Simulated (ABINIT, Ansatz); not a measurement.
**How the form of the self-energy moves the gap of SrTiO3 (Tausonite)**

How much does the gap of SrTiO3 (Tausonite) depend on the approximation to the self-energy?

Program: ABINIT 10.8.3. Level of theory: PBE and many-body steps on it, plane waves. Results are calculated unless marked as measured.

**What was measured.**

- Gap 3.77 eV: direct gap (M0 critical point); spectroscopic ellipsometry, second-derivative fit; 300 K; bulk crystal (commercial single crystal) (“Optical probe of ferroelectric order in bulk and thin film perovskite titanates”, 2013, arxiv:1309.1245).

## (1) Set-up

Symmetry: Pm-3m, No. 221, cubic system. Conventional cell: a = 3.905 Å, b = 3.905 Å, c = 3.905 Å, α = 90.00°, β = 90.00°, γ = 90.00°. Sr has 12 O at 2.76 Å nearest. Nearest to Ti lie 6 O at 1.95 Å. O has 2 Ti at 1.95 Å and 4 Sr at 2.76 Å nearest. Farther neighbours and most contacts between anions are not listed.

Structure file:

```cif
data_structure
_symmetry_space_group_name_H-M 'P 1'
_symmetry_Int_Tables_number 1
_cell_length_a 3.9053
_cell_length_b 3.9053
_cell_length_c 3.9053
_cell_angle_alpha 90.000
_cell_angle_beta 90.000
_cell_angle_gamma 90.000
_cell_volume 59.56
loop_
_atom_site_label
_atom_site_type_symbol
_atom_site_fract_x
_atom_site_fract_y
_atom_site_fract_z
_atom_site_occupancy
Sr1 Sr 0.50000 0.50000 0.50000 1
Ti2 Ti 0.00000 0.00000 0.00000 1
O3 O 0.50000 0.00000 0.00000 1
O4 O 0.00000 0.50000 0.00000 1
O5 O 0.00000 0.00000 0.50000 1
```

The cell and positions come from the Crystallography Open Database and are kept as given unless a step says otherwise.

## (2) Empty states on the mesh, 4×4×4 mesh, 562 bands

This step: ABINIT 10.8.3; DFT, PBE, plane waves, norm-conserving pseudopotentials.

The sums over transitions need many empty states on a uniform mesh; this step solves for them.

run.abi reads:

```
acell 3*1.0 Angstrom
rprim 
  3.905280000000 0.000000000000 0.000000000000
  0.000000000000 3.905280000000 0.000000000000
  0.000000000000 0.000000000000 3.905280000000
ntypat 3
znucl 38 22 8
natom 5
typat 1 2 3 3 3
xred 
  0.500000000000 0.500000000000 0.500000000000
  0.000000000000 0.000000000000 0.000000000000
  0.500000000000 0.000000000000 0.000000000000
  0.000000000000 0.500000000000 0.000000000000
  0.000000000000 0.000000000000 0.500000000000
pp_dirpath "pseudos"
pseudos "Sr.upf, Ti.upf, O.upf"
ecut 38
ngkpt 4 4 4
nshiftk 1
shiftk 0 0 0
kptopt 1
chksymbreak 0
irdden 1
istwfk *1
nband 562
prtvol 0
optdriver 6
gwr_task "HDIAGO"
paral_kgb 0
occopt 1
indata_prefix "in"
outdata_prefix "out"
tmpdata_prefix "tmp"
```

The run is started by

```bash
OMP_NUM_THREADS=1 mpirun -n 4 abinit run.abi > log
```

Output:

```text
.Version 10.8.3 of ABINIT. v10.8.2 released Aug 2026.

 Symmetries : space group Pm -3 m (#221); Bravais cP (primitive cubic)
[... echo of the input left out ...]
== DATASET  1 ==================================================================
-   mpi_nproc: 4, omp_nthreads: 1 (-1 if OMP is not activated)

--- !DatasetInfo
iteration_state: {dtset: 1, }
dimensions: {natom: 5, nkpt: 10, mband: 562, nsppol: 1, nspinor: 1, nspden: 1, mpw: 4632, }
cutoff_energies: {ecut:  38.0, pawecutdg:  -1.0, }
[...]
Indirect band gap semiconductor
 Fundamental gap:     1.908 (eV)
   VBM:     6.925 (eV) at k: [ 5.0000E-01,  5.0000E-01,  5.0000E-01]
   CBM:     8.833 (eV) at k: [ 0.0000E+00,  0.0000E+00,  0.0000E+00]
 Direct gap:         2.263 (eV) at k: [ 0.0000E+00,  0.0000E+00,  0.0000E+00]

== END DATASET(S) ==============================================================
================================================================================

 -outvars: echo values of variables after computation  --------
           etotal      0.0000000000E+00
            nband         562
             nkpt          10
          spgroup         221
 [... the other variables as echoed above ...]

 Calculation completed.
```

The job ended after 3.6 min (4 MPI ranks of Arm Neoverse V2, shared host; peak memory 4.7 GiB; 14 min of CPU time).

Numbers from this step:

```yaml
gap: 1.908 eV
k_of_the_valence_top: 0.5, 0.5, 0.5
k_of_the_conduction_bottom: 0, 0, 0
least_direct_gap: 2.263 eV
k_points_computed: 10
lowest_point_of_the_top_converged_band_above_the_valence_top: 233.8938 eV
```

On this mesh the gap is 1.908 eV.

The density comes from a self-consistent run that is not shown.

## (3) Screening, 4×4×4 mesh, 238 bands, screening to 212.2 eV

The RPA dielectric matrix is built and inverted for each q.

This step: RPA screening on PBE, plane waves, norm-conserving pseudopotentials.

run.abi: that of step 2 with these lines changed.

```diff
@@ -23,10 +23,11 @@
 chksymbreak 0
-irdden 1
 istwfk *1
-nband 562
-prtvol 0
-optdriver 6
-gwr_task "HDIAGO"
-paral_kgb 0
 occopt 1
+irdwfk 1
+optdriver 3
+nband 238
+ecuteps 7.8
+inclvkb 2
+awtr 1
+symchi 1
 indata_prefix "in"
```

Output:

```text
.Version 10.8.3 of ABINIT. v10.8.2 released Aug 2026.

 Symmetries : space group Pm -3 m (#221); Bravais cP (primitive cubic)
[... echo of the input left out ...]
== DATASET  1 ==================================================================
-   mpi_nproc: 4, omp_nthreads: 1 (-1 if OMP is not activated)

--- !DatasetInfo
iteration_state: {dtset: 1, }
dimensions: {natom: 5, nkpt: 10, mband: 238, nsppol: 1, nspinor: 1, nspden: 1, mpw: 4632, }
cutoff_energies: {ecut:  38.0, pawecutdg:  -1.0, }
electrons: {nelect:   4.00000000E+01, charge:   0.00000000E+00, occopt:   1.00000000E+00, tsmear:   1.00000000E-02, }

 SCREENING: Calculation of the susceptibility and dielectric matrices

 Based on a program developped by R.W. Godby, V. Olevano, G. Onida, and L. Reining.
 Incorporated in ABINIT by V. Olevano, G.-M. Rignanese, and M. Torrent.
.Using double precision arithmetic ; gwpc =  8

[... cell and pseudopotentials left out ...]
--------------------------------------------------------------------------------

 ==== K-mesh for the wavefunctions ====
 Number of points in the irreducible wedge :    10
[... list of points left out ...]
 Together with 48 symmetry operations and time-reversal symmetry
 yields    64 points in the full Brillouin Zone.

 ==== Q-mesh for the screening function ====
 Number of points in the irreducible wedge :    10
[... list of points left out ...]
 Together with 48 symmetry operations and time-reversal symmetry
 yields    64 points in the full Brillouin Zone.

 setmesh: FFT mesh size selected  =    30x   30x   30
          total number of points  =        27000

 vcoul_init : cutoff-mode = AUXILIARY_FUNCTION
 q-points for optical limit:   1
     1)      0.000010    0.000020    0.000030

- screening: taking advantage of time-reversal symmetry
- Maximum band index for partially occupied states nbvw = 20
- Remaining bands to be divided among processors   nbcw = 218
- Number of bands treated by each node ~54

 Number of electrons calculated from density =   40.0000; Expected =   40.0000
 average of density, n =  0.099519
 r_s =    1.3387
 omega_plasma =   30.4305 [eV]

 calculating chi0 at frequencies [eV] :
  1    0.000000E+00    0.000000E+00
  2    0.000000E+00    3.043050E+01

--------------------------------------------------------------------------------
  q-point number  1        q = ( 0.000000, 0.000000, 0.000000) [r.l.u.]
--------------------------------------------------------------------------------
[... chi0 elements left out ...]
 For q-point:  0.000010 0.000020 0.000030
  dielectric constant =   6.3893
  dielectric constant without local fields =   6.7766

  Average fulfillment of the sum rule on Im[epsilon] for q-point    1 :     78.78  [%]
[... wings left out ...]
  q-point number  2        q = ( 0.250000, 0.000000, 0.000000) [r.l.u.]
--------------------------------------------------------------------------------
[... chi0 elements left out ...]
  Average fulfillment of the sum rule on Im[epsilon] for q-point    2 :     85.50  [%]

 [... 8 further q-points ...]
```

Run time: 4.2 min. Hardware: 4 MPI ranks; peak memory 1.9 GiB.

This step gave:

```
ε∞ with local fields, on this mesh, along the program's q direction : 6.389
the same without local fields                                       : 6.777
plasma frequency                                                    : 30.43 eV
plane waves in the screening matrix                                 : 437
```

Local fields lower ε∞ by 6 %. On a Γ-centred mesh this coarse the value itself is usually too large, while a short band sum pulls it down.

## (4) G0W0, Godby-Needs plasmon pole

The self-energy is evaluated for the states that the input lists, and the levels follow from it, in one-shot runs by the linearised quasiparticle equation.

This step: G0W0 on PBE, plane waves, norm-conserving pseudopotentials.

run.abi: that of step 3 with these lines changed.

```diff
@@ -26,8 +26,17 @@
 irdwfk 1
-optdriver 3
+optdriver 4
 nband 238
+gwcalctyp 0
+ecutsigx 38
+symsigma 1
+nkptgw 2
+kptgw 
+  0.5000000000 0.5000000000 0.5000000000
+  0.0000000000 0.0000000000 0.0000000000
+bdgw 
+  18 23
+  18 23
 ecuteps 7.8
-inclvkb 2
-awtr 1
-symchi 1
+irdscr 1
+ppmodel 1
 indata_prefix "in"
```

Output:

```text
.Version 10.8.3 of ABINIT. v10.8.2 released Aug 2026.

 Symmetries : space group Pm -3 m (#221); Bravais cP (primitive cubic)
[... echo of the input left out ...]
== DATASET  1 ==================================================================
-   mpi_nproc: 4, omp_nthreads: 1 (-1 if OMP is not activated)

--- !DatasetInfo
iteration_state: {dtset: 1, }
dimensions: {natom: 5, nkpt: 10, mband: 238, nsppol: 1, nspinor: 1, nspden: 1, mpw: 4632, }
cutoff_energies: {ecut:  38.0, pawecutdg:  -1.0, }
electrons: {nelect:   4.00000000E+01, charge:   0.00000000E+00, occopt:   1.00000000E+00, tsmear:   1.00000000E-02, }

 SIGMA: Calculation of the GW corrections

 Based on a program developped by R.W. Godby, V. Olevano, G. Onida, and L. Reining.
 Incorporated in ABINIT by V. Olevano, G.-M. Rignanese, and M. Torrent.
.Using double precision arithmetic ; gwpc =  8

[... cell and pseudopotentials left out ...]
--------------------------------------------------------------------------------

 ==== K-mesh for the wavefunctions ====
 Number of points in the irreducible wedge :    10
[... list of points left out ...]
 Together with 48 symmetry operations and time-reversal symmetry
 yields    64 points in the full Brillouin Zone.

 ==== Q-mesh for screening function ====
 Number of points in the irreducible wedge :    10
[... list of points left out ...]
 Together with 48 symmetry operations and time-reversal symmetry
 yields    64 points in the full Brillouin Zone.

 vcoul_init : cutoff-mode = AUXILIARY_FUNCTION
 q-points for optical limit:   1
     1)      0.000010    0.000020    0.000030
 setmesh: FFT mesh size selected  =    45x   45x   45
          total number of points  =        91125

 Number of electrons calculated from density =   40.0000; Expected =   40.0000
 average of density, n =  0.099519
 r_s =    1.3387
 omega_plasma =   30.4305 [eV]

 === KS Band Gaps ===
  >>>> For spin  1
   Minimum direct gap =   2.2628 [eV], located at k-point      :   0.0000  0.0000  0.0000
   Fundamental gap    =   1.9077 [eV], Top of valence bands at :   0.5000  0.5000  0.5000
                                       Bottom of conduction at :   0.0000  0.0000  0.0000
 SIGMA fundamental parameters:
 PLASMON POLE MODEL  1
 number of plane-waves for SigmaX                 4457
 number of plane-waves for SigmaC and W            437
 number of plane-waves for wavefunctions          4457
 number of bands                                   238
 number of independent spin polarizations            1
 number of spinorial components                      1
 number of k-points in IBZ                          10
 number of q-points in IBZ                          10
 number of symmetry operations                      48
 number of k-points in BZ                           64
 number of q-points in BZ                           64
 number of frequencies for dSigma/dE                 9
 frequency step for dSigma/dE [eV]                0.25
 number of omega for Sigma on real axis              0
 max omega for Sigma on real axis  [eV]           0.00
 zcut for avoiding poles [eV]                     0.10

 EPSILON^-1 parameters (SCR file):
 dimension of the eps^-1 matrix on file            437
 dimension of the eps^-1 matrix used               437
 number of plane-waves for wavefunctions          4457
 number of bands                                   238
 number of q-points in IBZ                          10
 number of frequencies                               2
 number of real frequencies                          1
 number of imag frequencies                          1

 matrix elements of self-energy operator (all in [eV])

 Perturbative Calculation

--- !SelfEnergy_ee
iteration_state: {dtset: 1, }
kpoint     : [   0.500,    0.500,    0.500, ]
spin       : 1
KS_gap     :    4.517
QP_gap     :    6.373
Delta_QP_KS:    1.856
data: !SigmaeeData |
     Band     E0 <VxcDFT>   SigX SigC(E0)      Z dSigC/dE  Sig(E)    E-E0       E
       18   6.925 -20.195 -25.189   4.661   0.766  -0.306 -20.450  -0.255   6.670
       19   6.925 -20.195 -25.189   4.661   0.766  -0.306 -20.450  -0.255   6.670
       20   6.925 -20.195 -25.189   4.661   0.766  -0.306 -20.450  -0.255   6.670
       21  11.442 -21.983 -12.959  -6.859   0.739  -0.353 -20.382   1.601  13.043
       22  11.442 -21.983 -12.959  -6.859   0.739  -0.353 -20.382   1.601  13.043
       23  11.442 -21.983 -12.959  -6.859   0.739  -0.353 -20.382   1.601  13.043

--- !SelfEnergy_ee
iteration_state: {dtset: 1, }
kpoint     : [   0.000,    0.000,    0.000, ]
spin       : 1
KS_gap     :    2.263
QP_gap     :    3.854
Delta_QP_KS:    1.591
data: !SigmaeeData |
     Band     E0 <VxcDFT>   SigX SigC(E0)      Z dSigC/dE  Sig(E)    E-E0       E
[...]
21   8.833 -18.883 -11.450  -5.747   0.780  -0.282 -17.568   1.315  10.148
       22   8.833 -18.883 -11.450  -5.747   0.780  -0.282 -17.568   1.315  10.148
       23   8.833 -18.883 -11.450  -5.747   0.780  -0.282 -17.568   1.315  10.148

== END DATASET(S) ==============================================================
================================================================================

 -outvars: echo values of variables after computation  --------
           etotal      0.0000000000E+00
            nband         238
             nkpt          10
          spgroup         221
 [... the other variables as echoed above ...]

 Calculation completed.
```

The job ended after 56 s (4 MPI ranks; peak memory 2 GiB).

This step gave:

```yaml
g0w0_gap_on_the_points_computed: 3.478 eV
starting_gap_on_the_mesh: 1.908 eV
k_of_the_valence_top: 0.5, 0.5, 0.5
k_of_the_conduction_bottom: 0, 0, 0
z_at_the_valence_top: 0.766
z_at_the_conduction_bottom: 0.78
least_direct_g0w0_gap_on_the_computed_points: 3.854 eV
```

The gap on the mesh goes from 1.91 eV to 3.48 eV, a correction of +1.57 eV.

## (5) G0W0, von der Linden-Horsch plasmon pole

run.abi: that of step 4 with these lines changed.

```diff
@@ -40,3 +40,3 @@
 irdscr 1
-ppmodel 1
+ppmodel 3
 indata_prefix "in"
```

Output:

```text
.Version 10.8.3 of ABINIT. v10.8.2 released Aug 2026.

 Symmetries : space group Pm -3 m (#221); Bravais cP (primitive cubic)
[... echo of the input left out ...]
== DATASET  1 ==================================================================
-   mpi_nproc: 4, omp_nthreads: 1 (-1 if OMP is not activated)

--- !DatasetInfo
iteration_state: {dtset: 1, }
dimensions: {natom: 5, nkpt: 10, mband: 238, nsppol: 1, nspinor: 1, nspden: 1, mpw: 4632, }
cutoff_energies: {ecut:  38.0, pawecutdg:  -1.0, }
electrons: {nelect:   4.00000000E+01, charge:   0.00000000E+00, occopt:   1.00000000E+00, tsmear:   1.00000000E-02, }

 SIGMA: Calculation of the GW corrections

 Based on a program developped by R.W. Godby, V. Olevano, G. Onida, and L. Reining.
 Incorporated in ABINIT by V. Olevano, G.-M. Rignanese, and M. Torrent.
.Using double precision arithmetic ; gwpc =  8

[... cell and pseudopotentials left out ...]
--------------------------------------------------------------------------------

 ==== K-mesh for the wavefunctions ====
 Number of points in the irreducible wedge :    10
[... list of points left out ...]
 Together with 48 symmetry operations and time-reversal symmetry
 yields    64 points in the full Brillouin Zone.

 ==== Q-mesh for screening function ====
 Number of points in the irreducible wedge :    10
[... list of points left out ...]
 Together with 48 symmetry operations and time-reversal symmetry
 yields    64 points in the full Brillouin Zone.

 vcoul_init : cutoff-mode = AUXILIARY_FUNCTION
 q-points for optical limit:   1
     1)      0.000010    0.000020    0.000030
 setmesh: FFT mesh size selected  =    45x   45x   45
          total number of points  =        91125

 Number of electrons calculated from density =   40.0000; Expected =   40.0000
[...]
number of omega for Sigma on real axis              0
 max omega for Sigma on real axis  [eV]           0.00
 zcut for avoiding poles [eV]                     0.10

 EPSILON^-1 parameters (SCR file):
 dimension of the eps^-1 matrix on file            437
 dimension of the eps^-1 matrix used               437
 number of plane-waves for wavefunctions          4457
 number of bands                                   238
 number of q-points in IBZ                          10
 number of frequencies                               2
 number of real frequencies                          1
 number of imag frequencies                          1

 matrix elements of self-energy operator (all in [eV])

 Perturbative Calculation

--- !SelfEnergy_ee
iteration_state: {dtset: 1, }
kpoint     : [   0.500,    0.500,    0.500, ]
spin       : 1
KS_gap     :    4.517
QP_gap     :    6.860
Delta_QP_KS:    2.344
data: !SigmaeeData |
     Band     E0 <VxcDFT>   SigX SigC(E0)      Z dSigC/dE  Sig(E)    E-E0       E
       18   6.925 -20.195 -25.189   4.266   0.836  -0.196 -20.803  -0.608   6.317
       19   6.925 -20.195 -25.189   4.266   0.836  -0.196 -20.803  -0.608   6.317
       20   6.925 -20.195 -25.189   4.266   0.836  -0.196 -20.803  -0.608   6.317
[...]
--- !SelfEnergy_ee
iteration_state: {dtset: 1, }
kpoint     : [   0.000,    0.000,    0.000, ]
spin       : 1
KS_gap     :    2.263
QP_gap     :    4.012
Delta_QP_KS:    1.749
data: !SigmaeeData |
     Band     E0 <VxcDFT>   SigX SigC(E0)      Z dSigC/dE  Sig(E)    E-E0       E
[...]
22   8.833 -18.883 -11.450  -6.105   0.846  -0.182 -17.760   1.123   9.956
       23   8.833 -18.883 -11.450  -6.105   0.846  -0.182 -17.760   1.123   9.956

== END DATASET(S) ==============================================================
================================================================================

 -outvars: echo values of variables after computation  --------
           etotal      0.0000000000E+00
            nband         238
             nkpt          10
          spgroup         221
 [... the other variables as echoed above ...]

 Calculation completed.
```

It took 24 s on 4 MPI ranks; peak memory 1.8 GiB; 97 s of CPU time.

This step gave:

```yaml
g0w0_gap_on_the_points_computed: 3.639 eV
starting_gap_on_the_mesh: 1.908 eV
k_of_the_valence_top: 0.5, 0.5, 0.5
k_of_the_conduction_bottom: 0, 0, 0
z_at_the_valence_top: 0.836
z_at_the_conduction_bottom: 0.846
least_direct_g0w0_gap_on_the_computed_points: 4.012 eV
```

Against G0W0 in ABINIT (4×4×4 mesh, 238 bands, screening to 212.2 eV, Godby-Needs plasmon pole), the gap moves by +0.161 eV.

## (6) G0W0, Engel-Farid plasmon pole

run.abi: that of step 5 with these lines changed.

```diff
@@ -40,3 +40,3 @@
 irdscr 1
-ppmodel 3
+ppmodel 4
 indata_prefix "in"
```

Output:

```text
.Version 10.8.3 of ABINIT. v10.8.2 released Aug 2026.

 Symmetries : space group Pm -3 m (#221); Bravais cP (primitive cubic)
[... echo of the input left out ...]
== DATASET  1 ==================================================================
-   mpi_nproc: 4, omp_nthreads: 1 (-1 if OMP is not activated)

--- !DatasetInfo
iteration_state: {dtset: 1, }
dimensions: {natom: 5, nkpt: 10, mband: 238, nsppol: 1, nspinor: 1, nspden: 1, mpw: 4632, }
cutoff_energies: {ecut:  38.0, pawecutdg:  -1.0, }
[...]
Band     E0 <VxcDFT>   SigX SigC(E0)      Z dSigC/dE  Sig(E)    E-E0       E
[...]
22   8.833 -18.883 -11.450  -5.916   0.803  -0.245 -17.664   1.219  10.052
       23   8.833 -18.883 -11.450  -5.916   0.803  -0.245 -17.664   1.219  10.052

== END DATASET(S) ==============================================================
================================================================================

 -outvars: echo values of variables after computation  --------
           etotal      0.0000000000E+00
            nband         238
             nkpt          10
          spgroup         221
 [... the other variables as echoed above ...]

 Calculation completed.
```

Wall time 25 s (4 MPI ranks); peak memory 1.8 GiB; 100 s of CPU time.

Numbers from this step:

| Property | Result |
| --- | --- |
| G0W0 gap on the points computed | 3.613 eV |
| starting gap on the mesh | 1.908 eV |
| k of the valence top | 0.5, 0.5, 0.5 |
| k of the conduction bottom | 0, 0, 0 |
| least direct G0W0 gap on the computed points | 4 eV |

Against G0W0 in ABINIT (4×4×4 mesh, 238 bands, screening to 212.2 eV, Godby-Needs plasmon pole), the gap moves by +0.135 eV.

(Part 1 of 2 ends here.)

[Paths, hosts, dates, memory and timing lines, banners, echoed tables and standing remarks are left out of the program output.]

[Logs are printed without paths, hosts, clocks, repeated set-up lines and the standing remarks that a program may print on its own settings, such as how far it seeks lower states.]

[Runs of the session that timed out or met a known fault of the program may be left out.]

[Hosts, paths, dates, database ids (printed as entryN), source tags and the programs' standing remarks are cut or masked in the printed files.]

[G0W0 gaps are taken among the corrected bands and points alone; a level outside them can change the order at an edge.]

[Where Ansatz stands beside ABINIT at settings called matched, ABINIT's density can come from a denser mesh and the files from another edition; pairs whose starting gaps differed by over 0.03 eV were left out, so agreement reads better than it is.]
